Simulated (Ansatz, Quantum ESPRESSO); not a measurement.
# Ballistic transmission: Cu(111) with one reversed stacking step (an intrinsic fault), part 2 of 3

How well does the junction conduct in the ballistic limit? It is: Cu(111) with one reversed stacking step (an intrinsic fault).

Quantum ESPRESSO 7.5; plane-wave DFT, PBE, GBRV ultrasoft pseudopotentials; cross-check by Ansatz 0.2.0 with PAW datasets.

So far. Step 2 (SCF with pw.x): The run needed 14 iterations to bring the estimated error under 1e-07 Ry; the largest force on any atom, held or free, is 0.02 eV/Å.

## (3) The open system

Level of this step: transmission by pwcond, lead and junction from one cell; plane-wave DFT, PBE, GBRV ultrasoft pseudopotentials (Quantum ESPRESSO).

prefixt takes both regions from one run: the lead from 0 to bdl, the scattering region from bdl to bds (units of alat). ikind = 1 puts the same lead on both sides. The program's T_tot counts both spins in a run without spin; the tables below give T per spin.

Contents of cond.in:

```
&inputcond
  outdir = './out'
  prefixt = 'scf'
  tran_file = 'cond.dat'
  bdl = 2.4494897430
  bds = 11.4309521338
  ikind = 1
  ewind = 4.0
  epsproj = 1e-05
  nz1 = 7
  energy0 = 0.4
  denergy = -0.4
/
10
  0.00000000 0.00000000 0.01562500
  0.00000000 0.12500000 0.09375000
  0.00000000 0.25000000 0.09375000
  0.00000000 0.37500000 0.09375000
  0.00000000 0.50000000 0.04687500
  0.12500000 0.25000000 0.09375000
  0.12500000 0.37500000 0.18750000
  0.12500000 0.50000000 0.18750000
  0.25000000 0.50000000 0.09375000
  0.25000000 0.62500000 0.09375000
3
```

Command:

```bash
OMP_NUM_THREADS=1 mpirun -n 8 pwcond.x -in cond.in > cond.out
```

Log:

```text
[banner, memory and clock lines left out]
Program PWCOND v.7.5 starts

          URL

     ./out/scf.save/

     IMPORTANT: XC functional enforced from input :
     Exchange-correlation= PBE
                           (   1   4   3   4   0   0   0)
     Any further DFT definition will be discarded
     Please, verify this is what you really want

     Check: negative core charge=   -0.000002
     Reading collected, re-writing distributed wavefunctions

===== INPUT FILE containing all the regions =====

     GEOMETRY:

     lattice parameter (alat)  =       4.8639  a.u.
     the volume                =    1139.1182 (a.u.)^3
     the cross section         =      20.4881 (a.u.)^2
     l of the unit cell        =      11.4310 (alat)
     number of atoms/cell      =           14
     number of atomic types    =            1

     crystal axes: (cart. coord. in units of alat)
               a(1) = (  1.0000  0.0000  0.0000 )
               a(2) = (  0.5000  0.8660  0.0000 )
               a(3) = (  0.0000  0.0000 11.4310 )

   Cartesian axes

     site n.     atom                  positions (alat units)
          1        Cu     tau(  1)=(  0.0000  0.0000 11.4310  )
          2        Cu     tau(  2)=(  0.5000  0.2887  0.8165  )
          3        Cu     tau(  3)=(  1.0000  0.5774  1.6330  )
          4        Cu     tau(  4)=(  0.0000  0.0000  2.4495  )
          5        Cu     tau(  5)=(  0.5000  0.2887  3.2660  )
          6        Cu     tau(  6)=(  1.0000  0.5774  4.0825  )
          7        Cu     tau(  7)=(  0.5000  0.2887  4.8990  )
          8        Cu     tau(  8)=(  1.0000  0.5774  5.7155  )
          9        Cu     tau(  9)=(  0.0000  0.0000  6.5320  )
         10        Cu     tau( 10)=(  0.5000  0.2887  7.3485  )
         11        Cu     tau( 11)=(  1.0000  0.5774  8.1650  )
         12        Cu     tau( 12)=(  0.0000  0.0000  8.9815  )
         13        Cu     tau( 13)=(  0.5000  0.2887  9.7980  )
         14        Cu     tau( 14)=(  1.0000  0.5774 10.6145  )

     nr1s                      =           20
     nr2s                      =           20
     nr3s                      =          225
     nr1sx                     =           20
     nr2sx                     =           20
     nr3sx                     =          225
     nr1                       =           24
     nr2                       =           24
     nr3                       =          256
     nr1x                      =           24
     nr2x                      =           24
     nr3x                      =          256

 _______________________________
  Radii of nonlocal spheres:

     type       ibeta     ang. mom.          radius (alat units)
       Cu         1         0                    0.3212
       Cu         2         0                    0.3212
       Cu         3         1                    0.3212
       Cu         4         1                    0.3212
       Cu         5         2                    0.3212
       Cu         6         2                    0.3212
----- General information -----

--- T calc. with identical leads (ikind=1) ---

     nrx                       =           20
     nry                       =           20
     nz1                       =            7

     energy0               =         4.0E-01
     denergy               =        -4.0E-01
     nenergy               =          3
     ecut2d                =         4.0E+01
     ewind                 =         4.0E+00
     epsproj               =         1.0E-05

     number of k_|| points=   10
                       cryst. coord.
        k(    1) = (   0.0000000   0.0000000), wk =   0.0156250
        k(    2) = (   0.0000000   0.1250000), wk =   0.0937500
        k(    3) = (   0.0000000   0.2500000), wk =   0.0937500
        k(    4) = (   0.0000000   0.3750000), wk =   0.0937500
        k(    5) = (   0.0000000   0.5000000), wk =   0.0468750
        k(    6) = (   0.1250000   0.2500000), wk =   0.0937500
        k(    7) = (   0.1250000   0.3750000), wk =   0.1875000
        k(    8) = (   0.1250000   0.5000000), wk =   0.1875000
        k(    9) = (   0.2500000   0.5000000), wk =   0.0937500
        k(   10) = (   0.2500000   0.6250000), wk =   0.0937500
----- Information about left/right lead -----

     nocros                   =           18
     noins                    =           36
     norb                     =           72
     norbf                    =          216
     nrz                      =           48

      iorb      type   ibeta   ang. mom.   m       position (alat)
        1        1       1        0        1   taunew(   1)=(  0.0000  0.0000  0.0000)
        2        1       2        0        1   taunew(   2)=(  0.0000  0.0000  0.0000)
        3        1       3        1        1   taunew(   3)=(  0.0000  0.0000  0.0000)
        4        1       3        1        2   taunew(   4)=(  0.0000  0.0000  0.0000)
        5        1       3        1        3   taunew(   5)=(  0.0000  0.0000  0.0000)
        6        1       4        1        1   taunew(   6)=(  0.0000  0.0000  0.0000)
        7        1       4        1        2   taunew(   7)=(  0.0000  0.0000  0.0000)
        8        1       4        1        3   taunew(   8)=(  0.0000  0.0000  0.0000)
        9        1       5        2        1   taunew(   9)=(  0.0000  0.0000  0.0000)
       10        1       5        2        2   taunew(  10)=(  0.0000  0.0000  0.0000)
       11        1       5        2        3   taunew(  11)=(  0.0000  0.0000  0.0000)
       12        1       5        2        4   taunew(  12)=(  0.0000  0.0000  0.0000)
       13        1       5        2        5   taunew(  13)=(  0.0000  0.0000  0.0000)
       14        1       6        2        1   taunew(  14)=(  0.0000  0.0000  0.0000)
       15        1       6        2        2   taunew(  15)=(  0.0000  0.0000  0.0000)
       16        1       6        2        3   taunew(  16)=(  0.0000  0.0000  0.0000)
       17        1       6        2        4   taunew(  17)=(  0.0000  0.0000  0.0000)
       18        1       6        2        5   taunew(  18)=(  0.0000  0.0000  0.0000)
       19        1       1        0        1   taunew(  19)=(  0.5000  0.2887  0.8165)
       20        1       2        0        1   taunew(  20)=(  0.5000  0.2887  0.8165)
       21        1       3        1        1   taunew(  21)=(  0.5000  0.2887  0.8165)
       22        1       3        1        2   taunew(  22)=(  0.5000  0.2887  0.8165)
       23        1       3        1        3   taunew(  23)=(  0.5000  0.2887  0.8165)
       24        1       4        1        1   taunew(  24)=(  0.5000  0.2887  0.8165)
       25        1       4        1        2   taunew(  25)=(  0.5000  0.2887  0.8165)
[...]
156        1       5        2        4   taunew( 156)=(  0.0000  0.0000  6.5320)
      157        1       5        2        5   taunew( 157)=(  0.0000  0.0000  6.5320)
      158        1       6        2        1   taunew( 158)=(  0.0000  0.0000  6.5320)
      159        1       6        2        2   taunew( 159)=(  0.0000  0.0000  6.5320)
      160        1       6        2        3   taunew( 160)=(  0.0000  0.0000  6.5320)
      161        1       6        2        4   taunew( 161)=(  0.0000  0.0000  6.5320)
      162        1       6        2        5   taunew( 162)=(  0.0000  0.0000  6.5320)
      163        1       1        0        1   taunew( 163)=(  0.5000  0.2887  7.3485)
      164        1       2        0        1   taunew( 164)=(  0.5000  0.2887  7.3485)
      165        1       3        1        1   taunew( 165)=(  0.5000  0.2887  7.3485)
      166        1       3        1        2   taunew( 166)=(  0.5000  0.2887  7.3485)
      167        1       3        1        3   taunew( 167)=(  0.5000  0.2887  7.3485)
      168        1       4        1        1   taunew( 168)=(  0.5000  0.2887  7.3485)
      169        1       4        1        2   taunew( 169)=(  0.5000  0.2887  7.3485)
      170        1       4        1        3   taunew( 170)=(  0.5000  0.2887  7.3485)
      171        1       5        2        1   taunew( 171)=(  0.5000  0.2887  7.3485)
      172        1       5        2        2   taunew( 172)=(  0.5000  0.2887  7.3485)
      173        1       5        2        3   taunew( 173)=(  0.5000  0.2887  7.3485)
      174        1       5        2        4   taunew( 174)=(  0.5000  0.2887  7.3485)
      175        1       5        2        5   taunew( 175)=(  0.5000  0.2887  7.3485)
      176        1       6        2        1   taunew( 176)=(  0.5000  0.2887  7.3485)
      177        1       6        2        2   taunew( 177)=(  0.5000  0.2887  7.3485)
      178        1       6        2        3   taunew( 178)=(  0.5000  0.2887  7.3485)
      179        1       6        2        4   taunew( 179)=(  0.5000  0.2887  7.3485)
      180        1       6        2        5   taunew( 180)=(  0.5000  0.2887  7.3485)
      181        1       1        0        1   taunew( 181)=(  1.0000  0.5774  8.1650)
      182        1       2        0        1   taunew( 182)=(  1.0000  0.5774  8.1650)
      183        1       3        1        1   taunew( 183)=(  1.0000  0.5774  8.1650)
      184        1       3        1        2   taunew( 184)=(  1.0000  0.5774  8.1650)
      185        1       3        1        3   taunew( 185)=(  1.0000  0.5774  8.1650)
      186        1       4        1        1   taunew( 186)=(  1.0000  0.5774  8.1650)
      187        1       4        1        2   taunew( 187)=(  1.0000  0.5774  8.1650)
      188        1       4        1        3   taunew( 188)=(  1.0000  0.5774  8.1650)
      189        1       5        2        1   taunew( 189)=(  1.0000  0.5774  8.1650)
      190        1       5        2        2   taunew( 190)=(  1.0000  0.5774  8.1650)
      191        1       5        2        3   taunew( 191)=(  1.0000  0.5774  8.1650)
      192        1       5        2        4   taunew( 192)=(  1.0000  0.5774  8.1650)
      193        1       5        2        5   taunew( 193)=(  1.0000  0.5774  8.1650)
      194        1       6        2        1   taunew( 194)=(  1.0000  0.5774  8.1650)
      195        1       6        2        2   taunew( 195)=(  1.0000  0.5774  8.1650)
      196        1       6        2        3   taunew( 196)=(  1.0000  0.5774  8.1650)
      197        1       6        2        4   taunew( 197)=(  1.0000  0.5774  8.1650)
      198        1       6        2        5   taunew( 198)=(  1.0000  0.5774  8.1650)
      199        1       1        0        1   taunew( 199)=(  0.0000  0.0000  8.9815)
      200        1       2        0        1   taunew( 200)=(  0.0000  0.0000  8.9815)
      201        1       3        1        1   taunew( 201)=(  0.0000  0.0000  8.9815)
      202        1       3        1        2   taunew( 202)=(  0.0000  0.0000  8.9815)
      203        1       3        1        3   taunew( 203)=(  0.0000  0.0000  8.9815)
      204        1       4        1        1   taunew( 204)=(  0.0000  0.0000  8.9815)
      205        1       4        1        2   taunew( 205)=(  0.0000  0.0000  8.9815)
      206        1       4        1        3   taunew( 206)=(  0.0000  0.0000  8.9815)
      207        1       5        2        1   taunew( 207)=(  0.0000  0.0000  8.9815)
      208        1       5        2        2   taunew( 208)=(  0.0000  0.0000  8.9815)
      209        1       5        2        3   taunew( 209)=(  0.0000  0.0000  8.9815)
      210        1       5        2        4   taunew( 210)=(  0.0000  0.0000  8.9815)
      211        1       5        2        5   taunew( 211)=(  0.0000  0.0000  8.9815)
      212        1       6        2        1   taunew( 212)=(  0.0000  0.0000  8.9815)
      213        1       6        2        2   taunew( 213)=(  0.0000  0.0000  8.9815)
      214        1       6        2        3   taunew( 214)=(  0.0000  0.0000  8.9815)
      215        1       6        2        4   taunew( 215)=(  0.0000  0.0000  8.9815)
      216        1       6        2        5   taunew( 216)=(  0.0000  0.0000  8.9815)
 ngper, shell number =           61           9
 ngper, n2d =           61          55
---  E-Ef =    0.4000000  k =    0.0000000   0.0000000
---  ie =          1  ik =          1
 Nchannels of the left tip =            0
 Right moving states:
   k1(2pi/a)   k2(2pi/a)   E-Ef (eV)
 Left moving states:
   k1(2pi/a)   k2(2pi/a)   E-Ef (eV)

 to transmit
          E-Ef(ev), T =    0.4000000   0.0000000
---  E-Ef =    0.0000000  k =    0.0000000   0.0000000
---  ie =          2  ik =          1
 Nchannels of the left tip =            0
 Right moving states:
   k1(2pi/a)   k2(2pi/a)   E-Ef (eV)
 Left moving states:
   k1(2pi/a)   k2(2pi/a)   E-Ef (eV)

 to transmit
          E-Ef(ev), T =    0.0000000   0.0000000
---  E-Ef =   -0.4000000  k =    0.0000000   0.0000000
---  ie =          3  ik =          1
 Nchannels of the left tip =            0
 Right moving states:
   k1(2pi/a)   k2(2pi/a)   E-Ef (eV)
 Left moving states:
   k1(2pi/a)   k2(2pi/a)   E-Ef (eV)

 to transmit
          E-Ef(ev), T =   -0.4000000   0.0000000
 ngper, shell number =           61          34
 ngper, n2d =           61          59
[... further energies and points left out ...]
---  E-Ef =    0.4000000  k =    0.2500000   0.6250000
---  ie =          1  ik =         10
 Nchannels of the left tip =            0
 Right moving states:
   k1(2pi/a)   k2(2pi/a)   E-Ef (eV)
 Left moving states:
   k1(2pi/a)   k2(2pi/a)   E-Ef (eV)

 to transmit
          E-Ef(ev), T =    0.4000000   0.0000000
---  E-Ef =    0.0000000  k =    0.2500000   0.6250000
---  ie =          2  ik =         10
 Nchannels of the left tip =            0
 Right moving states:
   k1(2pi/a)   k2(2pi/a)   E-Ef (eV)
 Left moving states:
   k1(2pi/a)   k2(2pi/a)   E-Ef (eV)

 to transmit
          E-Ef(ev), T =    0.0000000   0.0000000
---  E-Ef =   -0.4000000  k =    0.2500000   0.6250000
---  ie =          3  ik =         10
 Nchannels of the left tip =            0
 Right moving states:
   k1(2pi/a)   k2(2pi/a)   E-Ef (eV)
 Left moving states:
   k1(2pi/a)   k2(2pi/a)   E-Ef (eV)

 to transmit
          E-Ef(ev), T =   -0.4000000   0.0000000
   T_tot     0.40000      0.17678E+01
   T_tot     0.00000      0.17109E+01
   T_tot    -0.40000      0.12166E+01

Note: The following floating-point exceptions are signalling: IEEE_UNDERFLOW_FLAG
Note: The following floating-point exceptions are signalling: IEEE_UNDERFLOW_FLAG
Note: The following floating-point exceptions are signalling: IEEE_UNDERFLOW_FLAG
Note: The following floating-point exceptions are signalling: IEEE_UNDERFLOW_FLAG
Note: The following floating-point exceptions are signalling: IEEE_UNDERFLOW_FLAG
Note: The following floating-point exceptions are signalling: IEEE_UNDERFLOW_FLAG
Note: The following floating-point exceptions are signalling: IEEE_UNDERFLOW_FLAG
Note: The following floating-point exceptions are signalling: IEEE_UNDERFLOW_FLAG
```

Run time: 13 s. Hardware: 8 MPI ranks of Arm Neoverse V2, shared host; peak memory 0.47 GiB.

Read from the output:

- lead channels at the Fermi level, one spin: 0.8906
- transmission at the Fermi level, one spin: 0.8555
- conductance: 0.8555 G₀

Per spin; mean over the k mesh across the current. Table of open channels, zone mean by energy, zero at the Fermi level:

| energy (eV) | open channels, zone mean |
| --- | --- |
| -0.400 | 0.797 |
| 0.000 | 0.891 |
| 0.400 | 0.891 |

Per spin; mean over the k mesh across the current. Transmission, zone mean against energy, zero at the Fermi level:

| energy (eV) | transmission, zone mean |
| --- | --- |
| -0.400 | 0.608 |
| 0.000 | 0.855 |
| 0.400 | 0.884 |

At 0.000 eV; k in fractions of b1, b2. Transmission by k point:

| k1 | k2 | weight | t | channels |
| --- | --- | --- | --- | --- |
| 0 | 0 | 0.01562 | 0 | 0 |
| 0 | 0.125 | 0.09375 | 0.9999 | 1 |
| 0 | 0.25 | 0.09375 | 1 | 1 |
| 0 | 0.375 | 0.09375 | 0.9999 | 1 |
| 0 | 0.5 | 0.04688 | 0.292 | 1 |
| 0.125 | 0.25 | 0.09375 | 1 | 1 |
| 0.125 | 0.375 | 0.1875 | 1 | 1 |
| 0.125 | 0.5 | 0.1875 | 0.9918 | 1 |
| 0.25 | 0.5 | 0.09375 | 0.9952 | 1 |
| 0.25 | 0.625 | 0.09375 | 0 | 0 |

At no point does T exceed the number of channels.

(Continued in part 3 of 3.)

[Logs are printed without paths, hosts, clocks, repeated set-up lines and the standing remarks that a program may print on its own settings, such as how far it seeks lower states.]

[Hosts, paths, dates, database ids (printed as entryN), source tags and the programs' standing remarks are cut or masked in the printed files.]

[Maps of the electrostatic potential energy from Ansatz leave out the sawtooth potential of an applied field or a dipole correction, so their vacuum need not be flat; planar profiles and work functions include it.]
